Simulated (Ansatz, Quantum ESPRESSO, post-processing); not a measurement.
# The work function of Cd(0001), 4 layers, one monolayer of N on hcp sites, level by level, part 5 of 6

Wanted: work functions and the surface dipole of Cd(0001), 4 layers, one monolayer of N on hcp sites at several levels, with their cost.

Quantum ESPRESSO 7.5; plane-wave DFT, PBE, GBRV ultrasoft pseudopotentials; geometry and cross-check by Ansatz 0.2.0 with PAW datasets.

So far. Step 9 (SCF with pw.x: PBEsol, PseudoDojo norm-conserving): The upper face goes from 7.781 eV (PBE, GBRV) to 7.838 eV, a change of +0.058 eV. Step 10 (Self-consistent run: PBE, SG15 norm-conserving): The upper face goes from 7.781 eV (PBE, GBRV) to 7.793 eV, a change of +0.012 eV, a small one, from the pseudopotentials and their cutoffs.

## 11. Ground state: LDA, GBRV ultrasoft

Level of this step: plane-wave DFT, LDA, GBRV ultrasoft pseudopotentials (Quantum ESPRESSO 7.5).

gbrv-lda.in reads:

```
&control
  prefix = 'gbrv-lda'
  outdir = './out'
  pseudo_dir = './pseudo'
  calculation = 'scf'
  tprnfor = .true.
/
&system
  ibrav = 0
  nat = 5
  ntyp = 2
  ecutwfc = 40
  ecutrho = 200
  occupations = 'smearing'
  smearing = 'mv'
  degauss = 0.02
  assume_isolated = 'esm'
  esm_bc = 'bc1'
/
&electrons
  conv_thr = 1e-07
  mixing_beta = 0.4
  electron_maxstep = 120
  mixing_mode = 'local-TF'
/
ATOMIC_SPECIES
  Cd  112.4140  cd_lda_v1.uspp.F.UPF
  N   14.0070  n_lda_v1.2.uspp.F.UPF
CELL_PARAMETERS angstrom
  2.98000000001292 0.00000000000000 0.00000000000000
  1.49000000000646 2.58075570328881 0.00000000000000
  0.00000000000000 0.00000000000000 27.43042000000000
ATOMIC_POSITIONS crystal
  Cd  0.666666666667 0.666666666667 -0.179367255827
  Cd  -0.000000000000 -0.000000000000 -0.076921139427
  Cd  0.666666666667 0.666666666667 0.028112172669
  Cd  -0.000000000000 -0.000000000000 0.130070727647
  N   0.666666666667 0.666666666667 0.179367255827
K_POINTS automatic
  12 12 1 0 0 0
```

On the command line:

```sh
OMP_NUM_THREADS=1 mpirun -n 4 pw.x -nk 4 -in gbrv-lda.in > gbrv-lda.out
```

What it wrote:

```text
[banner, memory and clock lines left out]
Program PWSCF v.7.5 starts
[citation notice left out]

[...]
Message from routine setup:
[...]
bravais-lattice index     =            0
     lattice parameter (alat)  =       5.6314  a.u.
     unit-cell volume          =    1423.6139 (a.u.)^3
     number of atoms/cell      =            5
     number of atomic types    =            2
     number of electrons       =        53.00
     number of Kohn-Sham states=           32
     kinetic-energy cutoff     =      40.0000  Ry
     charge density cutoff     =     200.0000  Ry
     scf convergence threshold =      1.0E-07
     mixing beta               =       0.4000
     number of iterations used =            8  local-TF  mixing
     Exchange-correlation= SLA  PZ   NOGX NOGC
                           (   1   1   0   0   0   0   0)

     Effective Screening Medium Method
     Boundary Conditions: Vacuum-Slab-Vacuum
     total charge in unit cell        =   0.0000
     grid points for fit at edges     =        4

[...]
PseudoPot. # 1 for Cd read from file:
     ./pseudo/cd_lda_v1.uspp.F.UPF
     Pseudo is Ultrasoft + core correction, Zval = 12.0
     Generated by new atomic code, or converted to UPF format
     Using radial grid of  889 points,  6 beta functions with:
                l(1) =   0
                l(2) =   0
                l(3) =   1
                l(4) =   1
                l(5) =   2
                l(6) =   2
     Q(r) pseudized with  6 coefficients,  rinner =    1.000   1.000   1.000
                                                       1.000   1.000

     PseudoPot. # 2 for N  read from file:
     ./pseudo/n_lda_v1.2.uspp.F.UPF
     Pseudo is Ultrasoft + core correction, Zval =  5.0
     Generated by new atomic code, or converted to UPF format
     Using radial grid of  729 points,  4 beta functions with:
                l(1) =   0
                l(2) =   0
                l(3) =   1
                l(4) =   1
     Q(r) pseudized with  8 coefficients,  rinner =    0.900   0.900   0.900

     atomic species   valence    mass     pseudopotential
     Cd               12.00   112.41400     Cd( 1.00)
     N                 5.00    14.00700     N ( 1.00)

      6 Sym. Ops. (no inversion) found

[...]
number of k points=    19  Marzari-Vanderbilt smearing, width (Ry)=  0.0200
[...]
Dense  grid:    67997 G-vectors     FFT dimensions: (  25,  25, 240)

     Smooth grid:    48665 G-vectors     FFT dimensions: (  24,  24, 216)

     Check: negative core charge=   -0.000001

     Initial potential from superposition of free atoms

     starting charge      50.9999, renormalised to      53.0000

     negative rho (up, down):  8.159E-02 0.000E+00
     Starting wfcs are   40 randomized atomic wfcs

     per-process dynamical memory:    65.4 Mb

     Self-consistent Calculation

     iteration #  1     ecut=    40.00 Ry     beta= 0.40
     Davidson diagonalization with overlap
     c_bands:  5 eigenvalues not converged
     c_bands:  2 eigenvalues not converged
     c_bands:  2 eigenvalues not converged
     ethr =  1.00E-02,  avg # of iterations =  7.1

     negative rho (up, down):  1.017E-01 0.000E+00

     total energy              =    -474.37368370 Ry
     estimated scf accuracy    <     355.07014431 Ry

     iteration #  2     ecut=    40.00 Ry     beta= 0.40
[...]
negative rho (up, down):  1.170E-01 0.000E+00

[...]
total energy              =    -475.39375158 Ry
     estimated scf accuracy    <      72.31765058 Ry

     iteration #  3     ecut=    40.00 Ry     beta= 0.40
[...]
negative rho (up, down):  1.164E-01 0.000E+00

[...]
total energy              =    -475.48205083 Ry
     estimated scf accuracy    <      21.60608501 Ry

     iteration #  4     ecut=    40.00 Ry     beta= 0.40
[...]
negative rho (up, down):  1.049E-01 0.000E+00

[...]
total energy              =    -477.28670950 Ry
     estimated scf accuracy    <       1.24179007 Ry

     iteration #  5     ecut=    40.00 Ry     beta= 0.40
[...]
c_bands:  3 eigenvalues not converged
[...]
negative rho (up, down):  9.997E-02 0.000E+00

[...]
total energy              =    -477.64668396 Ry
     estimated scf accuracy    <       8.09542464 Ry

     iteration #  6     ecut=    40.00 Ry     beta= 0.40
[...]
negative rho (up, down):  9.801E-02 0.000E+00

[...]
total energy              =    -477.88070891 Ry
     estimated scf accuracy    <       1.17109937 Ry

[...]
iteration # 43     ecut=    40.00 Ry     beta= 0.40
[...]
negative rho (up, down):  8.072E-02 0.000E+00

[...]
total energy              =    -477.90052371 Ry
     estimated scf accuracy    <       0.00001073 Ry

     iteration # 44     ecut=    40.00 Ry     beta= 0.40
[...]
negative rho (up, down):  8.078E-02 0.000E+00

[...]
total energy              =    -477.90047802 Ry
     estimated scf accuracy    <       0.00000068 Ry

     iteration # 45     ecut=    40.00 Ry     beta= 0.40
[...]
negative rho (up, down):  8.078E-02 0.000E+00

[...]
total energy              =    -477.90046924 Ry
     estimated scf accuracy    <       0.00000037 Ry

     iteration # 46     ecut=    40.00 Ry     beta= 0.40
[...]
negative rho (up, down):  8.080E-02 0.000E+00

[...]
End of self-consistent calculation

          k = 0.0000 0.0000 0.0000 (  6081 PWs)   bands (ev):

   -20.2037 -15.8093 -15.7052 -15.5370 -15.2146 -15.2146 -15.1754 -15.1754
   -15.1651 -15.0043 -15.0043 -14.8536 -14.8536 -14.6173 -14.6173 -14.5130
   -14.5130 -14.5115 -14.3531 -14.3531 -14.0835 -14.0835 -13.4881 -11.7587
    -9.7234  -7.7088  -5.8895  -5.2408  -5.2408  -3.4031  -2.1013  -1.0662

          k = 0.0000 0.0962 0.0000 (  6101 PWs)   bands (ev):

   -20.1395 -15.7359 -15.6313 -15.4640 -15.2447 -15.2015 -15.1514 -15.1128
   -15.1047 -15.0310 -14.9423 -14.8818 -14.7903 -14.6838 -14.6338 -14.6203
   -14.5224 -14.4813 -14.3593 -14.3471 -14.1149 -14.0960 -13.2652 -11.5749
    -9.6032  -7.5603  -5.7578  -5.5277  -5.2883  -3.2234  -1.9322  -0.8938

[...]
the Fermi energy is    -6.1489 ev

!    total energy              =    -477.90044251 Ry
     estimated scf accuracy    <       0.00000008 Ry
     smearing contrib. (-TS)   =      -0.00010438 Ry
     internal energy E=F+TS    =    -477.90033814 Ry

     The total energy is F=E-TS. E is the sum of the following terms:
     one-electron contribution =    9612.35243850 Ry
     hartree contribution      =   -4787.18032343 Ry
     xc contribution           =    -160.82237700 Ry
     ewald contribution        =   -5142.25007620 Ry

     convergence has been achieved in  46 iterations

     negative rho (up, down):  8.080E-02 0.000E+00

     Forces acting on atoms (cartesian axes, Ry/au):

     atom    1 type  1   force =     0.00000000    0.00000000    0.00600034
     atom    2 type  1   force =     0.00000000    0.00000000    0.00338813
     atom    3 type  1   force =     0.00000000    0.00000000    0.00132030
     atom    4 type  1   force =     0.00000000    0.00000000    0.01081678
     atom    5 type  2   force =     0.00000000    0.00000000   -0.02190889

     Total force =     0.025421     Total SCF correction =     0.001388

[...]
```

The job ended after 2.2 min (4 MPI ranks of Arm Neoverse V1, shared host; peak memory 0.48 GiB).

Read from the output:

```
free energy                                                    : -6502.1668 eV
Fermi energy                                                   : -6.149 eV
vacuum line at the lower end of the cell, over the Fermi level : 4.200 eV
vacuum line at the upper end of the cell, over the Fermi level : 8.098 eV
```

The potential energy, planar mean oscillates, so the rows of the table below give means over windows of 2.85 Å about each position, cut where the curve ends. Its maxima inside the range that stand out by 2 % of the span (Å: eV): -3.5: 1.70, -0.7: 1.93, 2.2: 1.69, 4.5: -4.36. Its minima: -4.9: -13.6, -2.1: -13.8, 0.8: -13.8, 3.5: -13.4, 4.9: -7.61.

Electrostatic potential energy of an electron; zero at the Fermi level. Potential energy, planar mean against z; means over each step:

| z (Å) | potential energy, planar mean (eV) |
| --- | --- |
| -12.29 | 4.20 |
| -9.45 | 4.20 |
| -6.60 | 0.950 |
| -3.75 | -5.50 |
| -0.90 | -5.18 |
| 1.95 | -5.61 |
| 4.80 | -3.36 |
| 7.65 | 8.07 |
| 10.50 | 8.10 |
| 13.35 | 8.10 |

The upper face goes from 7.781 eV (PBE, GBRV) to 8.098 eV, a change of +0.317 eV.

## 12. Self-consistent run: no dipole correction

What happens without any correction? The same slab is run as a plain periodic cell.

Level of this step: plane-wave DFT, PBE, GBRV ultrasoft pseudopotentials (Quantum ESPRESSO 7.5).

nodip.in reads:

```
&control
  prefix = 'nodip'
  outdir = './out'
  pseudo_dir = './pseudo'
  calculation = 'scf'
  tprnfor = .true.
/
&system
  ibrav = 0
  nat = 5
  ntyp = 2
  ecutwfc = 40
  ecutrho = 200
  occupations = 'smearing'
  smearing = 'mv'
  degauss = 0.02
/
&electrons
  conv_thr = 1e-07
  mixing_beta = 0.4
  electron_maxstep = 120
  mixing_mode = 'local-TF'
/
ATOMIC_SPECIES
  Cd  112.4140  cd_pbe_v1.uspp.F.UPF
  N   14.0070  n_pbe_v1.2.uspp.F.UPF
CELL_PARAMETERS angstrom
  2.98000000001292 0.00000000000000 0.00000000000000
  1.49000000000646 2.58075570328881 0.00000000000000
  0.00000000000000 0.00000000000000 27.43042000000000
ATOMIC_POSITIONS crystal
  Cd  0.666666666667 0.666666666667 0.302583773800
  Cd  -0.000000000000 -0.000000000000 0.405029890200
  Cd  0.666666666667 0.666666666667 0.510063202295
  Cd  -0.000000000000 -0.000000000000 0.612021757273
  N   0.666666666667 0.666666666667 0.661318285454
K_POINTS automatic
  12 12 1 0 0 0
```

On the command line:

```sh
OMP_NUM_THREADS=1 mpirun -n 4 pw.x -nk 4 -in nodip.in > nodip.out
```

What it wrote:

```text
[banner, memory and clock lines left out]
Program PWSCF v.7.5 starts
[citation notice left out]

[...]
Message from routine setup:
[...]
bravais-lattice index     =            0
     lattice parameter (alat)  =       5.6314  a.u.
     unit-cell volume          =    1423.6139 (a.u.)^3
     number of atoms/cell      =            5
     number of atomic types    =            2
     number of electrons       =        53.00
     number of Kohn-Sham states=           32
     kinetic-energy cutoff     =      40.0000  Ry
     charge density cutoff     =     200.0000  Ry
     scf convergence threshold =      1.0E-07
     mixing beta               =       0.4000
     number of iterations used =            8  local-TF  mixing
     Exchange-correlation= SLA  PW   PBE  PBE
                           (   1   4   3   4   0   0   0)

[...]
PseudoPot. # 1 for Cd read from file:
     ./pseudo/cd_pbe_v1.uspp.F.UPF
     Pseudo is Ultrasoft + core correction, Zval = 12.0
     Generated by new atomic code, or converted to UPF format
     Using radial grid of  889 points,  6 beta functions with:
                l(1) =   0
                l(2) =   0
                l(3) =   1
                l(4) =   1
                l(5) =   2
                l(6) =   2
     Q(r) pseudized with  6 coefficients,  rinner =    1.000   1.000   1.000
                                                       1.000   1.000

     PseudoPot. # 2 for N  read from file:
     ./pseudo/n_pbe_v1.2.uspp.F.UPF
     Pseudo is Ultrasoft + core correction, Zval =  5.0
     Generated by new atomic code, or converted to UPF format
     Using radial grid of  729 points,  4 beta functions with:
                l(1) =   0
                l(2) =   0
                l(3) =   1
                l(4) =   1
     Q(r) pseudized with  8 coefficients,  rinner =    0.900   0.900   0.900

     atomic species   valence    mass     pseudopotential
     Cd               12.00   112.41400     Cd( 1.00)
     N                 5.00    14.00700     N ( 1.00)

      6 Sym. Ops. (no inversion) found

[...]
number of k points=    19  Marzari-Vanderbilt smearing, width (Ry)=  0.0200
[...]
Dense  grid:    67997 G-vectors     FFT dimensions: (  25,  25, 240)

     Smooth grid:    48665 G-vectors     FFT dimensions: (  24,  24, 216)

     Check: negative core charge=   -0.000001

     Initial potential from superposition of free atoms

     starting charge      50.9998, renormalised to      53.0000

     negative rho (up, down):  8.985E-02 0.000E+00
     Starting wfcs are   40 randomized atomic wfcs

     per-process dynamical memory:    65.5 Mb

     Self-consistent Calculation

     iteration #  1     ecut=    40.00 Ry     beta= 0.40
     Davidson diagonalization with overlap
     ethr =  1.00E-02,  avg # of iterations =  4.5

     negative rho (up, down):  1.050E-01 0.000E+00

     total energy              =    -479.02219737 Ry
     estimated scf accuracy    <      90.40297981 Ry

     iteration #  2     ecut=    40.00 Ry     beta= 0.40
[...]
negative rho (up, down):  1.190E-01 0.000E+00

[...]
total energy              =    -478.07906855 Ry
     estimated scf accuracy    <      31.61082765 Ry

     iteration #  3     ecut=    40.00 Ry     beta= 0.40
[...]
negative rho (up, down):  1.171E-01 0.000E+00

[...]
total energy              =    -478.81990313 Ry
     estimated scf accuracy    <       1.73805936 Ry

     iteration #  4     ecut=    40.00 Ry     beta= 0.40
[...]
negative rho (up, down):  1.099E-01 0.000E+00

[...]
total energy              =    -478.53189204 Ry
     estimated scf accuracy    <       2.23763012 Ry

     iteration #  5     ecut=    40.00 Ry     beta= 0.40
[...]
negative rho (up, down):  1.126E-01 0.000E+00

[...]
total energy              =    -478.71810266 Ry
     estimated scf accuracy    <      10.16303852 Ry

     iteration #  6     ecut=    40.00 Ry     beta= 0.40
[...]
negative rho (up, down):  1.132E-01 0.000E+00

[...]
total energy              =    -478.66529014 Ry
     estimated scf accuracy    <       3.02788176 Ry

[...]
iteration # 20     ecut=    40.00 Ry     beta= 0.40
[...]
negative rho (up, down):  8.831E-02 0.000E+00

[...]
total energy              =    -478.72048603 Ry
     estimated scf accuracy    <       0.00001001 Ry

     iteration # 21     ecut=    40.00 Ry     beta= 0.40
[...]
negative rho (up, down):  8.826E-02 0.000E+00

[...]
total energy              =    -478.72048676 Ry
     estimated scf accuracy    <       0.00000410 Ry

     iteration # 22     ecut=    40.00 Ry     beta= 0.40
[...]
negative rho (up, down):  8.821E-02 0.000E+00

[...]
total energy              =    -478.72048713 Ry
     estimated scf accuracy    <       0.00000019 Ry

     iteration # 23     ecut=    40.00 Ry     beta= 0.40
[...]
negative rho (up, down):  8.819E-02 0.000E+00

[...]
End of self-consistent calculation

          k = 0.0000 0.0000 0.0000 (  6081 PWs)   bands (ev):

   -12.5307  -8.0524  -7.9452  -7.7586  -7.4814  -7.4814  -7.4353  -7.4353
    -7.3703  -7.2407  -7.2407  -7.0641  -7.0641  -6.8922  -6.8922  -6.7875
    -6.7875  -6.6599  -6.6104  -6.6104  -6.3053  -6.3053  -5.6332  -3.9027
    -1.8631   0.1208   1.9853   2.5942   2.5942   4.5104   6.0333   7.0646

          k = 0.0000 0.0962 0.0000 (  6101 PWs)   bands (ev):

   -12.4693  -7.9818  -7.8756  -7.6903  -7.5098  -7.4608  -7.4192  -7.3737
    -7.3120  -7.2672  -7.1798  -7.0937  -7.0041  -6.9526  -6.9057  -6.8810
    -6.7960  -6.7181  -6.6169  -6.5373  -6.3180  -6.3139  -5.4154  -3.7191
    -1.7439   0.2684   2.1122   2.3155   2.5470   4.6915   6.2063   7.2317

[...]
the Fermi energy is     1.6973 ev

!    total energy              =    -478.72048729 Ry
     estimated scf accuracy    <       0.00000004 Ry
     smearing contrib. (-TS)   =      -0.00017902 Ry
     internal energy E=F+TS    =    -478.72030826 Ry

     The total energy is F=E-TS. E is the sum of the following terms:
     one-electron contribution =   -3604.32648865 Ry
     hartree contribution      =    1836.40336828 Ry
     xc contribution           =    -162.61346210 Ry
     ewald contribution        =    1451.81627421 Ry

     convergence has been achieved in  23 iterations

     negative rho (up, down):  8.819E-02 0.000E+00

     Forces acting on atoms (cartesian axes, Ry/au):

     atom    1 type  1   force =     0.00000000    0.00000000   -0.00439627
     atom    2 type  1   force =     0.00000000    0.00000000    0.00425397
     atom    3 type  1   force =     0.00000000    0.00000000    0.00012341
     atom    4 type  1   force =     0.00000000    0.00000000   -0.00578203
     atom    5 type  2   force =    -0.00000000   -0.00000000    0.00580091

     Total force =     0.010224     Total SCF correction =     0.000726

[...]
```

Wall time 60 s (4 MPI ranks); peak memory 0.57 GiB; 4 min of CPU time.

## 13. Electrostatic potential

nodip.pot.in reads:

```
&inputpp
  prefix = 'nodip'
  outdir = './out'
  filplot = 'nodip.pot.dat'
  plot_num = 11
/
```

On the command line:

```sh
OMP_NUM_THREADS=1 mpirun -n 4 pp.x -in nodip.pot.in > nodip.pot.out
```

Run time: 0.9 s. Hardware: 4 MPI ranks; peak memory 0.11 GiB.

The potential energy, planar mean oscillates, so the rows of the table below give means over windows of 1 Å about each position, cut where the curve ends. Its maxima inside the range that stand out by 2 % of the span (Å: eV): 9.7: 1.26, 12.6: 1.48, 15.4: 1.21, 17.7: -4.79, 19.9: 7.46. Its minima: 8.3: -13.8, 11.1: -14.0, 13.9: -14.0, 16.8: -13.6, 18.1: -7.94.

Electrostatic potential energy of an electron; zero at the Fermi level. The potential energy, planar mean by z; means over each step:

| z (Å) | potential energy, planar mean (eV) |
| --- | --- |
| 0 | 5.51 |
| 1 | 5.32 |
| 2 | 5.06 |
| 3 | 4.80 |
| 4 | 4.54 |
| 5 | 4.27 |
| 6 | 3.86 |
| 7 | 1.40 |
| 8 | -10.5 |
| 9 | -5.61 |
| 10 | -0.951 |
| 11 | -12.0 |
| 12 | -3.17 |
| 13 | -2.00 |
| 14 | -12.2 |
| 15 | -1.89 |
| 16 | -4.44 |
| 17 | -11.1 |
| 18 | -5.59 |
| 19 | 5.43 |
| 20 | 7.43 |
| 21 | 7.24 |
| 22 | 6.98 |
| 23 | 6.72 |
| 24 | 6.47 |
| 25 | 6.21 |
| 26 | 5.95 |
| 27 | 5.71 |

The vacuum now slopes by 258 meV/Å: the images' field stands in it, and it also polarises the slab.

## 14. All levels side by side

All levels:

| level | upper face (eV) | lower face (eV) | dipole (e Å) | CPU time (s) |
| --- | --- | --- | --- | --- |
| QE PBE GBRV, sawtooth | 7.781 | 3.85 | -0.1671 | 1467 |
| QE PBE GBRV, ESM bc1 | 7.781 | 3.852 | - | 485.4 |
| QE PBEsol PseudoDojo norm-conserving, ESM bc1 | 7.838 | 3.95 | - | 2349 |
| QE PBE SG15 norm-conserving, ESM bc1 | 7.793 | 3.847 | - | 1197 |
| QE LDA GBRV ultrasoft, ESM bc1 | 8.098 | 4.2 | - | 523.1 |
| QE PBE GBRV, periodic uncorrected (sloping vacuum, so no single level) | 6.421 | 4.914 | - | 238.3 |
| Ansatz PBE PAW, sawtooth (time of the whole relaxation) | 7.769 | 3.805 | -0.1685 | 73.19 |

The times are CPU seconds on a shared host; the codes use unlike cutoffs, datasets and smearings, so their times compare unlike work.

(Part 5 of 6 ends here.)

[Logs are printed without paths, hosts, clocks, repeated set-up lines and the standing remarks that a program may print on its own settings, such as how far it seeks lower states.]

[Hosts, paths, dates, database ids (printed as entryN), source tags and the programs' standing remarks are cut or masked in the printed files.]

[Maps of the electrostatic potential energy from Ansatz leave out the sawtooth potential of an applied field or a dipole correction, so their vacuum need not be flat; planar profiles and work functions include it.]
